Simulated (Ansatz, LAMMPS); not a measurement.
# Elastic response of glassy 68SiO2-15Al2O3-10K2O-8MnO (mol %) (129 atoms)

Aim: relax glassy 68SiO2-15Al2O3-10K2O-8MnO (mol %) (129 atoms), then change its volume to read the bulk modulus from the stress.

Calculated with Ansatz 0.2.0; Kohn-Sham DFT, RPBE, PAW (set soft_2), plane waves.

## (1) The starting structure

The cell holds 129 atoms: 27 Si, 12 Al, 8 K, 3 Mn and 79 O. Its edges and angles: a = 12.043 Å, b = 12.043 Å, c = 12.043 Å, α = 90.0°, β = 90.0°, γ = 90.0°. 129 atoms (27 Si, 12 Al, 8 K, 3 Mn, 79 O) placed at random at 2.54 g/cm³, melted at 4000 K for 10 ps at fixed volume with the Morse and Coulomb pair potential with partial charges (Pedone, Malavasi, Menziani, Cormack and Segre, J. Phys. Chem. B 110, 11780 (2006)). Quenched from 4000 K to 300 K at 50 K/ps and fixed volume, held 10 ps at zero pressure.

What the set-up can't give: The quench rate of 50 K/ps is orders of magnitude faster than experiment, which tends to freeze in extra defects. The network of bonds at the start is that of the classical potential that made the cell, and needn't be the one that DFT or experiment would give. Without a Hubbard term or exact exchange, open shells on Mn are likely too delocalised. Only the Γ point is sampled.

## (2) Single point at the start

A single point comes first, to see the forces before anything moves.

The input, input.yaml:

```yaml
crystal:
  lattice:
    - [12.04274, 0.0, 0.0]
    - [0.0, 12.04274, 0.0]
    - [0.0, 0.0, 12.04274]
  atoms:
    - { symbol: Si, position: [0.76459, 0.04942, 0.37832] }
    - { symbol: Si, position: [0.82681, 0.33699, 0.987] }
    - { symbol: Si, position: [0.34827, 0.03334, 0.07778] }
    - { symbol: Si, position: [0.41752, 0.84216, 0.96109] }
    - { symbol: Si, position: [0.09362, 0.03766, 0.67074] }
    - { symbol: Si, position: [0.00893, 0.73949, 0.53141] }
    - { symbol: Si, position: [0.34712, 0.91927, 0.2909] }
    - { symbol: Si, position: [0.0361, 0.3962, 0.28397] }
    - { symbol: Si, position: [0.27283, 0.64614, 0.0075] }
    - { symbol: Si, position: [0.63419, 0.22471, 0.09822] }
    - { symbol: Si, position: [0.1997, 0.05485, 0.44958] }
    - { symbol: Si, position: [0.05317, 0.59703, 0.13934] }
    - { symbol: Si, position: [0.42062, 0.47702, 0.11489] }
    - { symbol: Si, position: [0.05671, 0.67851, 0.78652] }
    - { symbol: Si, position: [0.37021, 0.25543, 0.48331] }
    - { symbol: Si, position: [0.1866, 0.08819, 0.89069] }
    - { symbol: Si, position: [0.00472, 0.12442, 0.28368] }
    - { symbol: Si, position: [0.58092, 0.2406, 0.34534] }
    - { symbol: Si, position: [0.28565, 0.44724, 0.33165] }
    - { symbol: Si, position: [0.74276, 0.02077, 0.993] }
    - { symbol: Si, position: [0.64904, 0.82954, 0.69033] }
    - { symbol: Si, position: [0.63981, 0.46048, 0.49906] }
    - { symbol: Si, position: [0.46051, 0.00469, 0.76303] }
    - { symbol: Si, position: [0.60781, 0.86424, 0.25989] }
    - { symbol: Si, position: [0.87025, 0.53834, 0.43058] }
    - { symbol: Si, position: [0.20861, 0.49445, 0.671] }
    - { symbol: Si, position: [0.34213, 0.70637, 0.60549] }
    - { symbol: Al, position: [0.86852, 0.6182, 0.97717] }
    - { symbol: Al, position: [0.54155, 0.71828, 0.47042] }
    - { symbol: Al, position: [0.97287, 0.12244, 0.03238] }
    - { symbol: Al, position: [0.19766, 0.70129, 0.34658] }
    - { symbol: Al, position: [0.40198, 0.46561, 0.84495] }
    [... 91 atom lines left out ...]
    - { symbol: O, position: [0.92647, 0.83546, 0.49977] }
    - { symbol: O, position: [0.41196, 0.26951, 0.60237] }
    - { symbol: O, position: [0.74491, 0.31439, 0.87717] }
    - { symbol: O, position: [0.39111, 0.39813, 0.00489] }
    - { symbol: O, position: [0.74617, 0.30381, 0.0889] }
    - { symbol: O, position: [0.31916, 0.59013, 0.89575] }
magnetization:
  spin_polarized: true
kpoints:
  mp_grid: { grid: [1, 1, 1] }
hamiltonian:
  xc: rpbe
scf:
  occupations: { method: gaussian, width: 0.05 }
  lower_state_search: "off"
output:
  forces: true
```

Launch:

```console
> ansatz run input.yaml --threads 4 --pin off --max-ram 15872MiB --backend cpu --events-out ev --progress --plain --runs-dir out
```

Output:

```text
[...]
Pseudopotentials: kind: paw
Pseudopotential: Si, paw, valence charge 4, recommended cutoff 420 eV (normal), Si.paw.azcp
Pseudopotential: Al, paw, valence charge 3, recommended cutoff 420 eV (normal), Al.paw.azcp
Pseudopotential: K, paw, valence charge 9, recommended cutoff 420 eV (normal), K.paw.azcp
Pseudopotential: Mn, paw, valence charge 15, recommended cutoff 420 eV (normal), Mn.paw.azcp
Pseudopotential: O, paw, valence charge 6, recommended cutoff 420 eV (normal), O.paw.azcp
[...]
Crystal: 129 atoms, lattice volume = 1746.530 Å³
Basis set: ecut = 420 eV, 34049 PW (Γ), exchange–correlation on 162×162×162 points (8 copies of the dense FFT grid, shifted against one another)
Bands: 504, of which v1, the nominal top of the filled ones, is band 368 counted from 1 (367 counted from 0)
Symmetry: 1 space group operations
Space group: P1 (ITA 1), of the structure as read, at distance tolerance 1.2e-4 Å
Magnetic group: BNS 1.1 (UNI 1), of the structure as read, at distance tolerance 1.2e-4 Å
k-points: 1
[...]
Initial density: superposition of atomic densities (chi_scale 0.1, normalization cell, long waves 38 % of neutral atoms (reshape's long-wave potential 1.38 eV rms, cloud 2.69 Å wide))
Starting moments: Σ|m| = 15 μB on 3 of 129 sites
Initial wavefunctions: pseudopotential atomic-orbital guess
[...]
SCF iter   1: F=—  HF=-93026.282143 eV  |F-HF|=—  |Δ(HF+E_count)|=         —  Δρ=1.80e-1 (↑1.80e-1 ↓6.25e-2)  dr2=1.45e3  dr2_m=7.81e1  M=-0.041 μB ∫|m|=0.895 μB  β_m=0.30  ethr=3.10e-3  ⟨swp⟩=6.0  Hψ=4419  notcnv=0  defer=226
preconditioner: auto → Resta (q_TF=auto, 2.362 Å⁻¹)  ε∞=3.2  [insulator: Δε(μ)=0.067 eV  Ē_g=15.778 eV  σ=0.050 eV  W_gap=0.60  n_scr=388 (ndim 8)  ℏωp=23.4 eV  f_vac=0.043  D(μ)=51.25/eV (n_scr^D=364)  ε∞_Penn≈3.2]
spin=Collinear: Resta preconditioning applied to the charge; magnetization (m = ρ↑ − ρ↓) channel mixes plain (no charge-response kernel on spin).
SCF iter   2: F=—  HF=-92988.852674 eV  |F-HF|=—  |Δ(HF+E_count)|=    3.74e1  Δρ=1.69e-1 (↑4.92e-2 ↓1.69e-1)  dr2=1.26e3  dr2_m=7.79e1  M=-0.110 μB ∫|m|=0.787 μB  β_m=0.30  ethr=3.10e-3  ⟨swp⟩=5.0  Hψ=2700  notcnv=0  defer=249
Mixer restart at iter 2: flushing history
preconditioner: auto → Kerker (q_TF=auto, 2.362 Å⁻¹)  [metal: Δε(μ)=0.009 eV  Ē_g=13.020 eV  σ=0.050 eV  W_gap=0.10  n_scr=388 (ndim 8)  ℏωp=20.5 eV  f_vac=0.052  D(μ)=23.65/eV (n_scr^D=122)]
spin=Collinear: Kerker preconditioning applied to the charge; magnetization (m = ρ↑ − ρ↓) channel mixes plain (no charge-response kernel on spin).
spin-set hold released at iteration 2 (the charge has settled, or the pull on large starting moments outlasts its swing): the magnetisation degrees of freedom join the quasi-Newton model from the next iteration; the mixer history was flushed
SCF iter   3: F=—  HF=-92893.350358 eV  |F-HF|=—  |Δ(HF+E_count)|=    9.55e1  Δρ=4.45e-2 (↑2.51e-2 ↓4.45e-2)  dr2=6.48e1  dr2_m=7.77e0  M=-15.000 μB ∫|m|=15.002 μB  β_m=0.28  ethr=3.10e-3  ⟨swp⟩=3.5  Hψ=2656  notcnv=0  defer=258
SCF iter   4: F=—  HF=-92886.362700 eV  |F-HF|=—  |Δ(HF+E_count)|=    6.99e0  Δρ=2.87e-2 (↑2.13e-2 ↓2.87e-2)  dr2=3.30e1  dr2_m=5.05e0  M=-15.000 μB ∫|m|=15.017 μB  β_m=0.64  ethr=3.10e-3  ⟨swp⟩=3.0  Hψ=1934  notcnv=0  defer=249
[...]
SCF iter  11: F=—  HF=-92880.058608 eV  |F-HF|=—  |Δ(HF+E_count)|=   1.31e-1  Δρ=1.49e-3 (↑1.49e-3 ↓8.32e-4)  dr2=2.71e-1  dr2_m=6.90e-3  M=-15.000 μB ∫|m|=15.069 μB  β_m=0.90  ethr=8.95e-5  ⟨swp⟩=3.5  Hψ=1921  notcnv=0  defer=250
preconditioner: auto → Resta (q_TF=auto, 2.362 Å⁻¹)  ε∞=3.2  [insulator: Δε(μ)=2.030 eV  Ē_g=15.779 eV  σ=0.050 eV  W_gap=1.00  n_scr=388 (ndim 8)  ℏωp=23.4 eV  f_vac=0.140  D(μ)=0.00/eV (n_scr^D=0)  ε∞_Penn≈3.2]
spin=Collinear: Resta preconditioning applied to the charge; magnetization (m = ρ↑ − ρ↓) channel mixes plain (no charge-response kernel on spin).
SCF iter  12: F=—  HF=-92879.992926 eV  |F-HF|=—  |Δ(HF+E_count)|=   6.57e-2  Δρ=8.83e-4 (↑8.68e-4 ↓8.83e-4)  dr2=5.55e-2  dr2_m=3.98e-4  M=-15.000 μB ∫|m|=15.074 μB  β_m=0.88  ethr=3.69e-5  ⟨swp⟩=4.5  Hψ=1526  notcnv=0  defer=250
SCF iter  13: F=—  HF=-92879.986680 eV  |F-HF|=—  |Δ(HF+E_count)|=   6.25e-3  Δρ=3.78e-4 (↑3.51e-4 ↓3.78e-4)  dr2=8.09e-3  dr2_m=8.77e-5  M=-15.000 μB ∫|m|=15.077 μB  β_m=0.86  ethr=7.55e-6  ⟨swp⟩=2.0  Hψ=1918  notcnv=0  defer=250
[...]
SCF iter  19: F=—  HF=-92879.988372 eV  |F-HF|=—  |Δ(HF+E_count)|=   1.05e-6  Δρ=2.83e-6 (↑2.81e-6 ↓2.83e-6)  dr2=4.40e-7  dr2_m=4.10e-9  M=-15.000 μB ∫|m|=15.076 μB  β_m=0.63  ethr=3.93e-10  ⟨swp⟩=2.0  Hψ=1493  notcnv=0  defer=250
SCF iter  20: F=-92879.988372 eV  HF=-92879.988372 eV  |F-HF|=3.56e-8  |Δ(HF+E_count)|=   1.64e-8  Δρ=9.33e-7 (↑8.14e-7 ↓9.33e-7)  dr2=4.83e-8  dr2_m=7.27e-10  M=-15.000 μB ∫|m|=15.076 μB  ethr=1.36e-11  ⟨swp⟩=2.0  Hψ=3028  notcnv=0
SCF 1 converged in 20 iterations: F = -92879.988372 eV  dr2 = 4.83e-8
[...]
SCF converged after 20 iterations
Magnetization: -15.0000 μB (360.0000 up, 375.0000 down)
Absolute magnetization: 15.0768 μB (∫|ρ↑−ρ↓|, with the PAW one-centre terms)
Spin contamination: 0.0213 ħ² per cell (⟨S²⟩ above its minimum at these occupations)
Per-site moments (μB) at R_I (Å): [(-1.473681e-5, 0.640804), (0.000277995, 0.648364), (-1.520800e-5, 0.621806), (-6.964286e-6, 0.632482), (-0.00114733, 0.629014), [...]
Free energy (F): -92879.988372 eV
Harris-Foulkes:  -92879.988372 eV  (|F-HF|=3.56e-8)
Internal energy: -92879.988372 eV  (E = F + TS)
E sigma→0 (E₀):  -92879.988372 eV
Fermi energy:    6.182932 eV
--- Per-component energies (eV) ---
[...]
Σ components = -92879.988372   (vs F -92879.988372, Δ=0.00e0)
--- Forces (eV/Å), atoms counted from 1 ---
  atom   1  Si    -1.63463081     0.63063231    -2.03934067
  atom   2  Si    -1.71124979    -0.60266532    -1.80378625
  atom   3  Si     0.34020213     1.33870177    -4.43276497
  atom   4  Si    -0.29375806     0.85993273    -1.82105399
[...]
atom 129  O     -0.61335159    -0.44026433    -1.24147186
  max |Σ_I F_I| component: 2.12e-5 eV/Å
```

Elapsed: 38 s, on 4 threads of Intel Xeon 6975P-C (Granite Rapids), shared host; peak memory 4.4 GiB; 2.4 min of CPU time.

The column dr2 measures how far the density is from self-consistency, as an energy; F and HF (Harris–Foulkes) agree once it is small.

The r.m.s. force at the start is 1.4 eV/Å.

## (3) Cell and atoms relaxed

The cell is relaxed with the atoms, since the starting lattice needn't suit this functional.

The input, input.yaml:

```yaml
crystal:
  lattice:
    - [12.04274, 0.0, 0.0]
    - [0.0, 12.04274, 0.0]
    - [0.0, 0.0, 12.04274]
  atoms:
    [... the 129 atom lines of step 2 ...]
magnetization:
  spin_polarized: true
kpoints:
  mp_grid: { grid: [1, 1, 1] }
hamiltonian:
  xc: rpbe
scf:
  occupations: { method: gaussian, width: 0.05 }
  lower_state_search: "off"
output:
  forces: true
relax:
  f_tol: 0.05
  max_steps: 150
  cell: {}
```

Output:

```text
[...]
Crystal: 129 atoms, lattice volume = 1746.530 Å³
Basis set: ecut = 420 eV, 34049 PW (Γ), exchange–correlation on 162×162×162 points (8 copies of the dense FFT grid, shifted against one another)
Bands: 504, of which v1, the nominal top of the filled ones, is band 368 counted from 1 (367 counted from 0)
Symmetry: 1 space group operations
[...]
k-points: 1
[...]
Starting moments: Σ|m| = 15 μB on 3 of 129 sites
[...]
SCF iter   1: F=—  HF=-93026.282145 eV  |F-HF|=—  |Δ(HF+E_count)|=         —  Δρ=1.80e-1 (↑1.80e-1 ↓6.25e-2)  dr2=1.45e3  dr2_m=7.81e1  M=-0.041 μB ∫|m|=0.895 μB  β_m=0.30  ethr=3.10e-3  ⟨swp⟩=6.0  Hψ=4419  notcnv=0  defer=226
[...]
SCF iter   4: F=—  HF=-92886.362728 eV  |F-HF|=—  |Δ(HF+E_count)|=    6.99e0  Δρ=2.87e-2 (↑2.13e-2 ↓2.87e-2)  dr2=3.30e1  dr2_m=5.05e0  M=-15.000 μB ∫|m|=15.017 μB  β_m=0.64  ethr=3.10e-3  ⟨swp⟩=3.0  Hψ=1934  notcnv=0  defer=249
[...]
SCF iter  11: F=—  HF=-92880.058609 eV  |F-HF|=—  |Δ(HF+E_count)|=   1.31e-1  Δρ=1.49e-3 (↑1.49e-3 ↓8.32e-4)  dr2=2.71e-1  dr2_m=6.90e-3  M=-15.000 μB ∫|m|=15.069 μB  β_m=0.90  ethr=8.95e-5  ⟨swp⟩=3.5  Hψ=1921  notcnv=0  defer=250
[...]
SCF iter  13: F=—  HF=-92879.986690 eV  |F-HF|=—  |Δ(HF+E_count)|=   6.22e-3  Δρ=3.78e-4 (↑3.51e-4 ↓3.78e-4)  dr2=8.09e-3  dr2_m=8.77e-5  M=-15.000 μB ∫|m|=15.077 μB  β_m=0.86  ethr=7.55e-6  ⟨swp⟩=2.0  Hψ=1918  notcnv=0  defer=250
[...]
SCF iter  19: F=—  HF=-92879.988372 eV  |F-HF|=—  |Δ(HF+E_count)|=   1.05e-6  Δρ=2.83e-6 (↑2.81e-6 ↓2.83e-6)  dr2=4.40e-7  dr2_m=4.09e-9  M=-15.000 μB ∫|m|=15.076 μB  β_m=0.63  ethr=3.93e-10  ⟨swp⟩=2.0  Hψ=1493  notcnv=0  defer=250
SCF iter  20: F=-92879.988372 eV  HF=-92879.988372 eV  |F-HF|=3.56e-8  |Δ(HF+E_count)|=   1.64e-8  Δρ=9.32e-7 (↑8.14e-7 ↓9.32e-7)  dr2=4.83e-8  dr2_m=7.27e-10  M=-15.000 μB ∫|m|=15.076 μB  ethr=1.36e-11  ⟨swp⟩=2.0  Hψ=3028  notcnv=0
SCF 1 converged in 20 iterations: F = -92879.988372 eV  dr2 = 4.83e-8
[...]
relax step   1: F+E_penalty+E_count = -92879.98837224 eV  Δ(F+E_penalty+E_count) = +0.000e0 eV  max|allowed force component| = 5.632e0 eV/Å  Δτ_max = 0.0000 Å  P = +10.193 GPa  Ω = 1746.530 Å³  (20 SCF iters, dr2 threshold 1.00e-7 eV, accepted)
[... from here on, the SCF cycles and remarks between the steps are left out ...]
relax step   2: F+E_penalty+E_count = -92887.41137144 eV  Δ(F+E_penalty+E_count) = -7.423e0 eV  max|allowed force component| = 3.692e0 eV/Å  Δτ_max = 0.1950 Å  P = +4.977 GPa  Ω = 1793.206 Å³  energy of the carried Pulay correction = -1.358e-1 eV  (8 SCF iters, dr2 threshold 1.29e-5 eV, accepted)
relax step   3: F+E_penalty+E_count = -92892.02784808 eV  Δ(F+E_penalty+E_count) = -4.616e0 eV  max|allowed force component| = 1.135e0 eV/Å  Δτ_max = 0.1949 Å  P = +0.036 GPa  Ω = 1838.389 Å³  energy of the carried Pulay correction = -2.639e-1 eV  (8 SCF iters, dr2 threshold 1.29e-5 eV, accepted)
relax step   4: F+E_penalty+E_count = -92892.92714065 eV  Δ(F+E_penalty+E_count) = -8.993e-1 eV  max|allowed force component| = 7.059e-1 eV/Å  Δτ_max = 0.2000 Å  P = +0.086 GPa  Ω = 1837.028 Å³  energy of the carried Pulay correction = -2.600e-1 eV  (8 SCF iters, dr2 threshold 1.29e-5 eV, accepted)
relax step   5: F+E_penalty+E_count = -92893.35924855 eV  Δ(F+E_penalty+E_count) = -4.321e-1 eV  max|allowed force component| = 5.290e-1 eV/Å  Δτ_max = 0.1936 Å  P = -0.387 GPa  Ω = 1843.718 Å³  energy of the carried Pulay correction = -2.787e-1 eV  (8 SCF iters, dr2 threshold 1.29e-5 eV, accepted)
relax step   6: F+E_penalty+E_count = -92893.74412551 eV  Δ(F+E_penalty+E_count) = -3.849e-1 eV  max|allowed force component| = 3.431e-1 eV/Å  Δτ_max = 0.2000 Å  P = -0.104 GPa  Ω = 1841.792 Å³  energy of the carried Pulay correction = -2.734e-1 eV  (7 SCF iters, dr2 threshold 1.29e-5 eV, accepted)
relax step   7: F+E_penalty+E_count = -92893.95669846 eV  Δ(F+E_penalty+E_count) = -2.126e-1 eV  max|allowed force component| = 3.919e-1 eV/Å  Δτ_max = 0.2000 Å  P = +0.017 GPa  Ω = 1845.477 Å³  energy of the carried Pulay correction = -2.837e-1 eV  (8 SCF iters, dr2 threshold 7.36e-6 eV, accepted)
relax step   8: F+E_penalty+E_count = -92894.04030328 eV  Δ(F+E_penalty+E_count) = -8.360e-2 eV  max|allowed force component| = 3.663e-1 eV/Å  Δτ_max = 0.1326 Å  P = -0.001 GPa  Ω = 1848.752 Å³  energy of the carried Pulay correction = -2.928e-1 eV  (7 SCF iters, dr2 threshold 9.60e-6 eV, accepted)
relax step   9: F+E_penalty+E_count = -92894.09396943 eV  Δ(F+E_penalty+E_count) = -5.367e-2 eV  max|allowed force component| = 1.740e-1 eV/Å  Δτ_max = 0.0754 Å  P = +0.067 GPa  Ω = 1849.564 Å³  energy of the carried Pulay correction = -2.950e-1 eV  (7 SCF iters, dr2 threshold 8.38e-6 eV, accepted)
[...]
relax step  18: F+E_penalty+E_count = -92894.44904046 eV  Δ(F+E_penalty+E_count) = -3.127e-2 eV  max|allowed force component| = 1.045e-1 eV/Å  Δτ_max = 0.0731 Å  P = +0.007 GPa  Ω = 1859.376 Å³  energy of the carried Pulay correction = -3.223e-1 eV  (12 SCF iters, accepted)
relax step  19: F+E_penalty+E_count = -92894.45682607 eV  Δ(F+E_penalty+E_count) = -7.786e-3 eV  max|allowed force component| = 8.729e-2 eV/Å  Δτ_max = 0.0598 Å  P = -0.011 GPa  Ω = 1859.049 Å³  energy of the carried Pulay correction = -3.213e-1 eV  (8 SCF iters, dr2 threshold 6.83e-7 eV, accepted)
relax step  20: F+E_penalty+E_count = -92894.46137022 eV  Δ(F+E_penalty+E_count) = -4.544e-3 eV  max|allowed force component| = 7.403e-2 eV/Å  Δτ_max = 0.0250 Å  P = -0.006 GPa  Ω = 1859.151 Å³  energy of the carried Pulay correction = -3.216e-1 eV  (7 SCF iters, dr2 threshold 4.76e-7 eV, accepted)
relax step  21: F+E_penalty+E_count = -92894.46487273 eV  Δ(F+E_penalty+E_count) = -3.503e-3 eV  max|allowed force component| = 4.015e-2 eV/Å  Δτ_max = 0.0393 Å  P = -0.004 GPa  Ω = 1859.199 Å³  energy of the carried Pulay correction = -3.218e-1 eV  (8 SCF iters, dr2 threshold 3.42e-7 eV, accepted)
relax step  22: F+E_penalty+E_count = -92894.46823811 eV  Δ(F+E_penalty+E_count) = -3.365e-3 eV  max|allowed force component| = 3.948e-2 eV/Å  Δτ_max = 0.0651 Å  P = -0.004 GPa  Ω = 1859.229 Å³  energy of the carried Pulay correction = -3.218e-1 eV  (11 SCF iters, accepted)
relax step  23: F+E_penalty+E_count = -92895.05875900 eV  Δ(F+E_penalty+E_count) = -5.905e-1 eV  max|allowed force component| = 3.958e-2 eV/Å  Δτ_max = 0.0000 Å  P = +0.519 GPa  Ω = 1859.229 Å³  stress off target by 7.07e-1 GPa  SCF on the basis re-selected at this cell (its energy is not comparable with the rows above)  (8 SCF iters)
relax step  24: F+E_penalty+E_count = -92895.04077220 eV  Δ(F+E_penalty+E_count) = +1.799e-2 eV  max|allowed force component| = 1.029e-1 eV/Å  Δτ_max = 0.0999 Å  P = -0.213 GPa  Ω = 1876.432 Å³  energy of the carried Pulay correction = -4.842e-2 eV  (8 SCF iters, dr2 threshold 1.25e-6 eV, accepted)
relax step  25: F+E_penalty+E_count = -92895.05916385 eV  Δ(F+E_penalty+E_count) = -1.839e-2 eV  max|allowed force component| = 4.665e-2 eV/Å  Δτ_max = 0.0172 Å  P = -0.047 GPa  Ω = 1873.534 Å³  energy of the carried Pulay correction = -3.997e-2 eV  (7 SCF iters, dr2 threshold 6.62e-7 eV, accepted)
relax step  26: F+E_penalty+E_count = -92895.01164252 eV  Δ(F+E_penalty+E_count) = +4.752e-2 eV  max|allowed force component| = 2.261e-1 eV/Å  Δτ_max = 0.1220 Å  P = +0.116 GPa  Ω = 1877.353 Å³  energy of the carried Pulay correction = -5.110e-2 eV  (12 SCF iters, dr2 threshold 1.04e-8 eV, rejected (line search))
relax step  27: F+E_penalty+E_count = -92895.06122240 eV  Δ(F+E_penalty+E_count) = -2.059e-3 eV  max|allowed force component| = 3.401e-2 eV/Å  Δτ_max = 0.0534 Å  P = +0.020 GPa  Ω = 1874.753 Å³  energy of the carried Pulay correction = -4.350e-2 eV  (12 SCF iters, accepted)
relax step  28: F+E_penalty+E_count = -92895.10151972 eV  Δ(F+E_penalty+E_count) = -4.030e-2 eV  max|allowed force component| = 3.396e-2 eV/Å  Δτ_max = 0.0000 Å  P = +0.033 GPa  Ω = 1874.753 Å³  stress off target by 6.56e-2 GPa  SCF on the basis re-selected at this cell (its energy is not comparable with the rows above)  (7 SCF iters)
relax step  29: F+E_penalty+E_count = -92895.09849604 eV  Δ(F+E_penalty+E_count) = +3.024e-3 eV  max|allowed force component| = 5.700e-2 eV/Å  Δτ_max = 0.0449 Å  P = +0.018 GPa  Ω = 1875.901 Å³  energy of the carried Pulay correction = -3.160e-3 eV  (10 SCF iters, dr2 threshold 1.07e-8 eV, accepted)
relax step  30: F+E_penalty+E_count = -92895.10041801 eV  Δ(F+E_penalty+E_count) = -1.922e-3 eV  max|allowed force component| = 1.872e-2 eV/Å  Δτ_max = 0.0219 Å  P = +0.003 GPa  Ω = 1875.758 Å³  energy of the carried Pulay correction = -2.763e-3 eV  (7 SCF iters, dr2 threshold 2.03e-7 eV, accepted)
relax step  31: F+E_penalty+E_count = -92895.10402982 eV  Δ(F+E_penalty+E_count) = -3.612e-3 eV  max|allowed force component| = 1.871e-2 eV/Å  Δτ_max = 0.0000 Å  P = +0.003 GPa  Ω = 1875.758 Å³  stress off target by 8.15e-3 GPa  SCF on the basis re-selected at this cell (its energy is not comparable with the rows above)  (5 SCF iters)
[...]
SCF converged after 5 iterations
Magnetization: -15.0000 μB (360.0000 up, 375.0000 down)
Absolute magnetization: 15.0636 μB (∫|ρ↑−ρ↓|, with the PAW one-centre terms)
[...]
Per-site moments (μB) at R_I (Å): [(-2.617734e-5, 0.668768), (-0.000187876, 0.670057), (-9.509665e-6, 0.660265), (-2.120307e-5, 0.669391), (-0.00208407, 0.658137), [...]
Free energy (F): -92895.104030 eV
[...]
Internal energy: -92895.104030 eV  (E = F + TS)
E sigma→0 (E₀):  -92895.104030 eV
Fermi energy:    6.020891 eV
[...]
Σ components = -92895.104030   (vs F -92895.104030, Δ=0.00e0)
--- Forces (eV/Å), atoms counted from 1 ---
  atom   1  Si     0.00119803    -0.01474312    -0.00087092
  atom   2  Si     0.00380165    -0.00114623    -0.00087085
  atom   3  Si    -0.00509080    -0.00638174     0.00109986
  atom   4  Si    -0.00421320     0.00025495     0.00233636
[...]
atom 129  O      0.00924608     0.00843123    -0.00273070
  max |Σ_I F_I| component: 3.23e-5 eV/Å
--- Stress (GPa, compression-positive) ---
        0.001170       0.001707      -0.003334
        0.001703       0.003497       0.002877
       -0.003334       0.002883       0.005551
  P = ⅓ Tr σ = 0.0034 GPa (0.034 kbar)
--- Relaxed structure (28 steps of the walk, 25 accepted, 3 SCFs on fresh bases) ---
  F+E_penalty+E_count = -92895.10402982 eV   max|allowed force component| = 1.871e-2 eV/Å   (the final SCF, on the basis selected at the relaxed cell)
  cell:  # Å, volume = 1875.7577 Å³
    - [11.994748, -0.209044, 0.158272]
    - [-0.209044, 12.481830, 0.085526]
    - [0.158272, 0.085526, 12.535109]
  atoms:
    - { symbol: Si, position: [0.758614, 0.047854, 0.364132] }
    - { symbol: Si, position: [0.823227, 0.349850, 0.976139] }
    - { symbol: Si, position: [0.333403, 0.029113, 0.054790] }
    - { symbol: Si, position: [0.409317, 0.833204, 0.967874] }
[...]
- { symbol: O, position: [0.366448, 0.600103, 0.915604] }
```

Elapsed: 11 min, on 4 threads; peak memory 4.8 GiB.

The relaxation converged after 28 steps, with a largest force component of 0.019 eV/Å.

[end of part 1 of 3]

[Long decimals in the printed logs are rounded to 6 places.]

[Logs are printed without paths, hosts, clocks, repeated set-up lines and the standing remarks that a program may print on its own settings, such as how far it seeks lower states.]

[Hosts, paths, dates, database ids (printed as entryN), source tags and the programs' standing remarks are cut or masked in the printed files.]
